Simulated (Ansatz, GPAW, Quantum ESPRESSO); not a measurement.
# Simulated XPS, UPS and emission spectra of TiTe2, part 5 of 10

Wanted: projected DOS of TiTe2, weighted into photoemission and X-ray emission spectra, at several levels of theory.

From the literature, measured:
- Band energy, bonding Te 5pxy band along Gamma-A, energy below the Fermi level (non-dispersive, spin-orbit split peak): 1.7 eV (angle-resolved photoemission at normal emission, photon energies 11.5-33 eV; cleaved single crystal; weak peak, vanishing in the middle of the final-state energy range; spin-orbit split, but a single approximate energy is given for the pair). “Three-dimensional band structure of layered TiTe2: Photoemission final-state effects”, 2006, arxiv:cond-mat/0604285.

Ansatz 0.2.0, Quantum ESPRESSO 7.5 and GPAW 26.7.0; DFT, PBE, plane-wave PAW, default files, scalar-relativistic (the session's first sound run).

So far. Step 2 (The base run): At the Fermi level the DOS is 1.43 states/eV a cell, and on the broadened curves Ti 3d holds 69 % of the total there. Step 6 (The same cell in Quantum ESPRESSO): The run ends at a pressure of 0.96 GPa, with forces up to 0.039 eV/Å.

**7. Quantum ESPRESSO: denser mesh**

Level of this step: DFT, PBE, plane waves, ultrasoft GBRV pseudopotentials, scalar-relativistic (Quantum ESPRESSO).

The levels for the density of states are solved on the fixed potential, without another SCF cycle.

File nscf.in:

```
&control
  calculation = 'nscf'
  prefix = 'pes'
  outdir = './tmp'
  pseudo_dir = './pp'
  verbosity = 'high'
/
&system
  ibrav = 0
  nat = 3
  ntyp = 2
  ecutwfc = 40.0
  ecutrho = 200.0
  occupations = 'smearing'
  nbnd = 22
  smearing = 'fd'
  degauss = 0.00147
/
&electrons
  conv_thr = 3e-09
  mixing_beta = 0.5
  electron_maxstep = 120
  diago_full_acc = .true.
/
ATOMIC_SPECIES
Te 127.6000 te_pbe_v1.uspp.F.UPF
Ti 47.8670 ti_pbe_v1.4.uspp.F.UPF
CELL_PARAMETERS angstrom
 3.777000000 0.000000000 0.000000000
 -1.888500000 3.270977950 0.000000000
 0.000000000 0.000000000 6.498000000
ATOMIC_POSITIONS crystal
Te 0.333333333 0.666666667 0.737200000
Te 0.666666667 0.333333333 0.262800000
Ti 0.000000000 0.000000000 0.000000000
K_POINTS automatic
12 12 6 0 0 0
```

On the command line:

```bash
OMP_NUM_THREADS=1 mpirun -n 2 pw.x -nk 2 -in nscf.in > nscf.out
```

The log of the run:

```text
[banner, memory and clock lines left out]
Program PWSCF v.7.5 starts

          URL

     Atomic positions and unit cell read from directory:
     ./tmp/pes.save/

     Message from routine setup:
     using ibrav=0 with symmetry is DISCOURAGED, use correct ibrav instead

     G-vector sticks info

     bravais-lattice index     =            0
     lattice parameter (alat)  =       7.1375  a.u.
     unit-cell volume          =     541.7525 (a.u.)^3
     number of atoms/cell      =            3
     number of atomic types    =            2
     number of electrons       =        24.00
     number of Kohn-Sham states=           22
     kinetic-energy cutoff     =      40.0000  Ry
     charge density cutoff     =     200.0000  Ry
     Exchange-correlation=  SLA  PW   PBX  PBC
                           (   1   4   3   4   0   0   0)

     celldm(1)=   7.137496  celldm(2)=   0.000000  celldm(3)=   0.000000
     celldm(4)=   0.000000  celldm(5)=   0.000000  celldm(6)=   0.000000

     crystal axes: (cart. coord. in units of alat)
               a(1) = (   1.000000   0.000000   0.000000 )
               a(2) = (  -0.500000   0.866025   0.000000 )
               a(3) = (   0.000000   0.000000   1.720413 )

     reciprocal axes: (cart. coord. in units 2 pi/alat)
               b(1) = (  1.000000  0.577350 -0.000000 )
               b(2) = (  0.000000  1.154701  0.000000 )
               b(3) = (  0.000000 -0.000000  0.581256 )

     PseudoPot. # 1 for Te read from file:
     ./pp/te_pbe_v1.uspp.F.UPF
     Pseudo is Ultrasoft + core correction, Zval =  6.0
     Generated by new atomic code, or converted to UPF format
     Using radial grid of  891 points,  5 beta functions with:
                l(1) =   0
                l(2) =   0
                l(3) =   1
                l(4) =   1
                l(5) =   2
     Q(r) pseudized with  6 coefficients,  rinner =    1.800   1.800   1.800
                                                       1.800   1.800

     PseudoPot. # 2 for Ti read from file:
     ./pp/ti_pbe_v1.4.uspp.F.UPF
     Pseudo is Ultrasoft + core correction, Zval = 12.0
     Generated by new atomic code, or converted to UPF format
     Using radial grid of  851 points,  6 beta functions with:
                l(1) =   0
                l(2) =   0
                l(3) =   1
                l(4) =   1
                l(5) =   2
                l(6) =   2
     Q(r) pseudized with  6 coefficients,  rinner =    1.000   1.000   1.000
                                                       1.000   1.000

     atomic species   valence    mass     pseudopotential
     Te                6.00   127.60000     Te( 1.00)
     Ti               12.00    47.86700     Ti( 1.00)

     12 Sym. Ops., with inversion, found

                                    s                        frac. trans.

      isym =  1     identity

 cryst.   s( 1) = (     1          0          0      )
                  (     0          1          0      )
                  (     0          0          1      )

 cart.    s( 1) = (  1.0000000 -0.0000000  0.0000000 )
                  (  0.0000000  1.0000000  0.0000000 )
                  (  0.0000000  0.0000000  1.0000000 )

      isym =  2     180 deg rotation - cart. axis [1,0,0]

 cryst.   s( 2) = (     1          0          0      )
                  (    -1         -1          0      )
                  (     0          0         -1      )

 cart.    s( 2) = (  1.0000000 -0.0000000  0.0000000 )
                  (  0.0000000 -1.0000000  0.0000000 )
                  (  0.0000000  0.0000000 -1.0000000 )

      isym =  3     120 deg rotation - cryst. axis [0,0,1]

 cryst.   s( 3) = (     0          1          0      )
                  (    -1         -1          0      )
                  (     0          0          1      )

 cart.    s( 3) = ( -0.5000000 -0.8660254  0.0000000 )
                  (  0.8660254 -0.5000000  0.0000000 )
                  (  0.0000000  0.0000000  1.0000000 )

      isym =  4     120 deg rotation - cryst. axis [0,0,-1]

 cryst.   s( 4) = (    -1         -1          0      )
                  (     1          0          0      )
                  (     0          0          1      )

 cart.    s( 4) = ( -0.5000000  0.8660254  0.0000000 )
                  ( -0.8660254 -0.5000000  0.0000000 )
                  (  0.0000000  0.0000000  1.0000000 )

      isym =  5     180 deg rotation - cryst. axis [0,1,0]

 cryst.   s( 5) = (    -1         -1          0      )
[...]
cart.    s( 5) = ( -0.5000000 -0.8660254  0.0000000 )
[...]
isym =  6     180 deg rotation - cryst. axis [1,1,0]

 cryst.   s( 6) = (     0          1          0      )
[...]
cart.    s( 6) = ( -0.5000000  0.8660254  0.0000000 )
[...]
isym =  7     inversion

 cryst.   s( 7) = (    -1          0          0      )
[...]
cart.    s( 7) = ( -1.0000000  0.0000000  0.0000000 )
[...]
isym =  8     inv. 180 deg rotation - cart. axis [1,0,0]

 cryst.   s( 8) = (    -1          0          0      )
[...]
cart.    s( 8) = ( -1.0000000  0.0000000  0.0000000 )
[...]
isym =  9     inv. 120 deg rotation - cryst. axis [0,0,1]

 cryst.   s( 9) = (     0         -1          0      )
[...]
cart.    s( 9) = (  0.5000000  0.8660254  0.0000000 )
[...]
isym = 10     inv. 120 deg rotation - cryst. axis [0,0,-1]

 cryst.   s(10) = (     1          1          0      )
[...]
cart.    s(10) = (  0.5000000 -0.8660254  0.0000000 )
[...]
isym = 11     inv. 180 deg rotation - cryst. axis [0,1,0]

 cryst.   s(11) = (     1          1          0      )
                  (     0         -1          0      )
                  (     0          0          1      )

 cart.    s(11) = (  0.5000000  0.8660254  0.0000000 )
                  (  0.8660254 -0.5000000  0.0000000 )
                  (  0.0000000  0.0000000  1.0000000 )

      isym = 12     inv. 180 deg rotation - cryst. axis [1,1,0]

 cryst.   s(12) = (     0         -1          0      )
                  (    -1          0          0      )
                  (     0          0          1      )

 cart.    s(12) = (  0.5000000 -0.8660254  0.0000000 )
                  ( -0.8660254 -0.5000000  0.0000000 )
                  (  0.0000000  0.0000000  1.0000000 )

   Cartesian axes

     site n.     atom                  positions (alat units)
         1        Te     tau(   1) = (  -0.0000000   0.5773503   1.2682885  )
[...]
10.9947  13.6086  14.3076  15.4924  16.0286  17.0845

     occupation numbers
[...]
0.0000   0.0000   0.0000   0.0000   0.0000   0.0000

          k = 0.0000 0.0962 0.0969 (  2319 PWs)   bands (ev):

[...]
11.2525  13.6849  14.7409  15.6493  15.8347  16.4725

     occupation numbers
[...]
0.0000   0.0000   0.0000   0.0000   0.0000   0.0000

          k = 0.0000 0.0962 0.1938 (  2311 PWs)   bands (ev):

[...]
11.4001  13.8827  15.2707  15.6208  15.7723  16.3467

     occupation numbers
[...]
0.0000   0.0000   0.0000   0.0000   0.0000   0.0000

          k = 0.0000 0.0962-0.2906 (  2314 PWs)   bands (ev):

[...]
11.3021  13.9998  15.0479  15.5725  15.9418  16.1463

     occupation numbers
[...]
0.0000   0.0000   0.0000   0.0000   0.0000   0.0000

          k = 0.0000 0.1925 0.0000 (  2313 PWs)   bands (ev):

[...]
occupation numbers
[...]
k = 0.0000 0.1925 0.0969 (  2308 PWs)   bands (ev):

[...]
occupation numbers
[...]
k = 0.0000 0.1925 0.1938 (  2304 PWs)   bands (ev):

[...]
occupation numbers
[...]
k = 0.0000 0.1925-0.2906 (  2316 PWs)   bands (ev):

[...]
occupation numbers
[...]
k = 0.0000 0.2887 0.0000 (  2308 PWs)   bands (ev):

[...]
occupation numbers
[...]
k = 0.0000 0.2887 0.0969 (  2314 PWs)   bands (ev):

[...]
occupation numbers
[...]
k = 0.0000 0.2887 0.1938 (  2316 PWs)   bands (ev):

[...]
occupation numbers
[...]
k = 0.0000 0.2887-0.2906 (  2310 PWs)   bands (ev):

[...]
occupation numbers
[...]
k = 0.0000 0.3849 0.0000 (  2306 PWs)   bands (ev):

[...]
k = 0.0000 0.3849 0.0969 (  2319 PWs)   bands (ev):

[...]
k = 0.0000 0.3849 0.1938 (  2316 PWs)   bands (ev):

[...]
k = 0.0000 0.3849-0.2906 (  2320 PWs)   bands (ev):

[...]
k = 0.0000 0.4811 0.0000 (  2318 PWs)   bands (ev):

[...]
k = 0.0000 0.4811-0.2906 (  2324 PWs)   bands (ev):

[...]
k = 0.0000-0.5774 0.0000 (  2300 PWs)   bands (ev):

[...]
k = 0.0000-0.5774 0.0969 (  2304 PWs)   bands (ev):

[...]
k = 0.0000-0.5774 0.1938 (  2314 PWs)   bands (ev):

[...]
k = 0.0000-0.5774-0.2906 (  2348 PWs)   bands (ev):

[...]
k = 0.0833 0.1443-0.2906 (  2310 PWs)   bands (ev):

[...]
k = 0.0833 0.2406-0.2906 (  2314 PWs)   bands (ev):

[...]
k = 0.0833 0.3368-0.2906 (  2304 PWs)   bands (ev):

[...]
k = 0.0833 0.4330-0.2906 (  2318 PWs)   bands (ev):

[...]
k = 0.0833 0.5292-0.2906 (  2318 PWs)   bands (ev):

[...]
k = 0.1667 0.2887-0.2906 (  2298 PWs)   bands (ev):

[...]
k = 0.1667 0.3849-0.2906 (  2302 PWs)   bands (ev):

[...]
k = 0.1667 0.4811-0.2906 (  2312 PWs)   bands (ev):

[...]
k = 0.1667 0.5774-0.2906 (  2330 PWs)   bands (ev):

[...]
k = 0.2500 0.4330 0.0969 (  2329 PWs)   bands (ev):

[...]
k = 0.2500 0.4330 0.1938 (  2314 PWs)   bands (ev):

[...]
k = 0.2500 0.4330-0.2906 (  2304 PWs)   bands (ev):

[...]
k = 0.2500 0.5292 0.0000 (  2331 PWs)   bands (ev):

[...]
k = 0.2500 0.5292 0.0969 (  2325 PWs)   bands (ev):

[...]
k = 0.2500 0.5292 0.1938 (  2320 PWs)   bands (ev):

[...]
k = 0.3333 0.5774 0.0000 (  2337 PWs)   bands (ev):

[...]
k = 0.3333 0.5774 0.0969 (  2325 PWs)   bands (ev):

[...]
k = 0.3333 0.5774 0.1938 (  2313 PWs)   bands (ev):

[...]
k = 0.0000 0.1925-0.0969 (  2308 PWs)   bands (ev):

[...]
k = 0.0000 0.1925-0.1938 (  2304 PWs)   bands (ev):

[...]
k = 0.0000 0.2887-0.0969 (  2314 PWs)   bands (ev):

[...]
k = 0.0000 0.2887-0.1938 (  2316 PWs)   bands (ev):

[...]
k = 0.0000 0.3849-0.0969 (  2319 PWs)   bands (ev):

[...]
k = 0.0000 0.3849-0.1938 (  2316 PWs)   bands (ev):

[...]
k = 0.0000 0.4811-0.0969 (  2314 PWs)   bands (ev):

[...]
k = 0.0000 0.4811-0.1938 (  2325 PWs)   bands (ev):

[...]
k =-0.0833 0.2406-0.0969 (  2307 PWs)   bands (ev):

[...]
k =-0.0833 0.2406-0.1938 (  2312 PWs)   bands (ev):

[...]
k =-0.0833 0.3368-0.0969 (  2312 PWs)   bands (ev):

[...]
k =-0.0833 0.3368-0.1938 (  2308 PWs)   bands (ev):

[...]
k =-0.0833 0.4330-0.0969 (  2311 PWs)   bands (ev):

[...]
k =-0.0833 0.4330-0.1938 (  2315 PWs)   bands (ev):

[...]
k =-0.0833 0.5292-0.0969 (  2311 PWs)   bands (ev):

[...]
occupation numbers
[...]
k =-0.0833 0.5292-0.1938 (  2318 PWs)   bands (ev):

[...]
occupation numbers
[...]
k =-0.1667 0.3849-0.0969 (  2311 PWs)   bands (ev):

[...]
occupation numbers
[...]
k =-0.1667 0.3849-0.1938 (  2310 PWs)   bands (ev):

[...]
occupation numbers
[...]
k =-0.1667 0.4811-0.0969 (  2317 PWs)   bands (ev):

[...]
10.7197  13.2021  14.3954  14.7662  15.6443  16.7345

     occupation numbers
[...]
0.0000   0.0000   0.0000   0.0000   0.0000   0.0000

          k =-0.1667 0.4811-0.1938 (  2313 PWs)   bands (ev):

[...]
10.8919  13.1791  14.1248  14.6728  15.3729  16.1764

     occupation numbers
[...]
0.0000   0.0000   0.0000   0.0000   0.0000   0.0000

          k =-0.2500 0.5292-0.0969 (  2325 PWs)   bands (ev):

   -49.4979 -25.7908 -25.7788 -25.7048  -2.5485  -2.3497   3.5842   4.1573
     4.6543   5.5064   5.6211   6.0762   8.8650   9.2581   9.3663  10.0412
    10.5547  12.5156  14.8892  15.5819  16.2891  17.4889

     occupation numbers
     1.0000   1.0000   1.0000   1.0000   1.0000   1.0000   1.0000   1.0000
     1.0000   1.0000   1.0000   1.0000   0.0000   0.0000   0.0000   0.0000
     0.0000   0.0000   0.0000   0.0000   0.0000   0.0000

          k =-0.2500 0.5292-0.1938 (  2320 PWs)   bands (ev):

   -49.4979 -25.7908 -25.7788 -25.7048  -2.5227  -2.3676   3.5783   3.9207
     4.6651   5.2858   5.9533   6.3382   8.7360   9.1535   9.2255  10.3588
    10.9630  13.3431  13.8955  14.5225  16.1848  16.9459

     occupation numbers
     1.0000   1.0000   1.0000   1.0000   1.0000   1.0000   1.0000   1.0000
     1.0000   1.0000   1.0000   1.0000   0.0000   0.0000   0.0000   0.0000
     0.0000   0.0000   0.0000   0.0000   0.0000   0.0000

     the Fermi energy is     8.0215 ev
     (compare with:     8.0397 eV, computed in scf)

     XML data file, pseudopotentials, collected wavefunctions

                                        0.00s GPU  (    2320 calls)
```

Elapsed: 33 s, on 2 MPI ranks of Arm Neoverse V1, shared host; 66 s of CPU time.

This step gave:

| Quantity | Value |
| --- | --- |
| Fermi energy | 8.021 eV |

[end of part 5 of 10]

[Logs are printed without paths, hosts, clocks, repeated set-up lines and the standing remarks that a program may print on its own settings, such as how far it seeks lower states.]

[Hosts, paths, dates, database ids (printed as entryN), source tags and the programs' standing remarks are cut or masked in the printed files.]

[Maps of the electrostatic potential energy from Ansatz leave out the sawtooth potential of an applied field or a dipole correction, so their vacuum need not be flat; work functions include it.]

[Peak lists hold at most the 14 tallest peaks of each spectrum; further lines can be left out.]
